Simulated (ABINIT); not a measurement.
# Calculated records

**SrTiO3 (Tausonite): G0W0 with ABINIT, start to end**

Symmetry: Pm-3m, No. 221, cubic system. The conventional cell has a = 3.905 Å, b = 3.905 Å, c = 3.905 Å, α = 90.00°, β = 90.00°, γ = 90.00°. Sr has 12 O at 2.76 Å nearest. Ti has 6 O at 1.95 Å nearest. Nearest to O lie 2 Ti at 1.95 Å and 4 Sr at 2.76 Å. Farther neighbours, and contacts between anions beyond the nearest, are not listed.

```xyz
5
Lattice="3.9053 0.0000 0.0000 0.0000 3.9053 0.0000 0.0000 0.0000 3.9053" Properties=species:S:1:pos:R:3 pbc="T T T"
Sr    1.9526    1.9526    1.9526
Ti    0.0000    0.0000    0.0000
O     1.9526    0.0000    0.0000
O     0.0000    1.9526    0.0000
O     0.0000    0.0000    1.9526
```

```
method               : RPA screening on PBE, plane waves, norm-conserving pseudopotentials (and 2 further levels or steps)
program              : ABINIT 10.8.3
settings             : cutoff 38 Ha, PseudoDojo scalar-relativistic 0.4.1 standard, norm-conserving, ngkpt (4, 4, 4), nband 116, ecuteps 5 Ha, inclvkb 2, shiftk (0, 0, 0), symchi 1, awtr 1, frequency ppm, 4×4×4 k-mesh
cost                 : 4 runs, 2.7 min in all on 8 MPI ranks of Arm Neoverse V2, shared host
notes                : The program’s warnings: nkpt*nsppol () is not a multiple of nproc spkpt (). The cell and positions come from the Crystallography Open Database and are kept as given unless a step says otherwise. Limits: no spin-orbit coupling. The 4×4×4 mesh is coarse for this cell, which bears on the long-range parts of exchange and screening.
PBE gap              : 1.91 eV, indirect
G0W0 gap on the mesh : 3.50 eV
GW settings          : 4×4×4 mesh, 116 bands, screening to 136.1 eV, Godby-Needs plasmon pole
known limits         : short of the basis limit; no spin-orbit coupling; coarse k mesh
```

G0W0 moves the gap on the mesh from 1.91 eV to 3.50 eV (+1.59 eV), with Z of 0.77 and 0.78 at the edges. Local fields lower the RPA ε∞ on this mesh from 6.77 to 6.41; a Γ-centred mesh this coarse tends to raise both, most where the direct gap is narrow, while a short band sum lowers them.

[Long decimals in the printed logs are rounded to 6 places.]

[Logs are printed without paths, hosts, clocks, repeated set-up lines and the standing remarks that a program may print on its own settings, such as how far it seeks lower states.]

[Paths, hosts, dates, memory and timing lines, banners, echoed tables and standing remarks are left out of the program output; an Ansatz launch command may be rebuilt from the run's recorded settings. Measured values are a selection of at most five: reports struck by readers or far from the other reports are left out. None is set beside runs whose start may be inverted or whose files or cutoffs have a known fault.]

[Runs of the session that timed out or met a known fault of the program may be left out.]

[Hosts, paths, dates, database ids (printed as entryN), source tags and the programs' standing remarks are cut or masked in the printed files.]

[G0W0 gaps are taken among the corrected bands and points alone; a level outside them can change the order at an edge.]

[Where Ansatz stands beside ABINIT at settings called matched, ABINIT's density can come from a denser mesh and the files from another edition; pairs whose starting gaps differed by over 0.03 eV were left out, so agreement reads better than it is.]
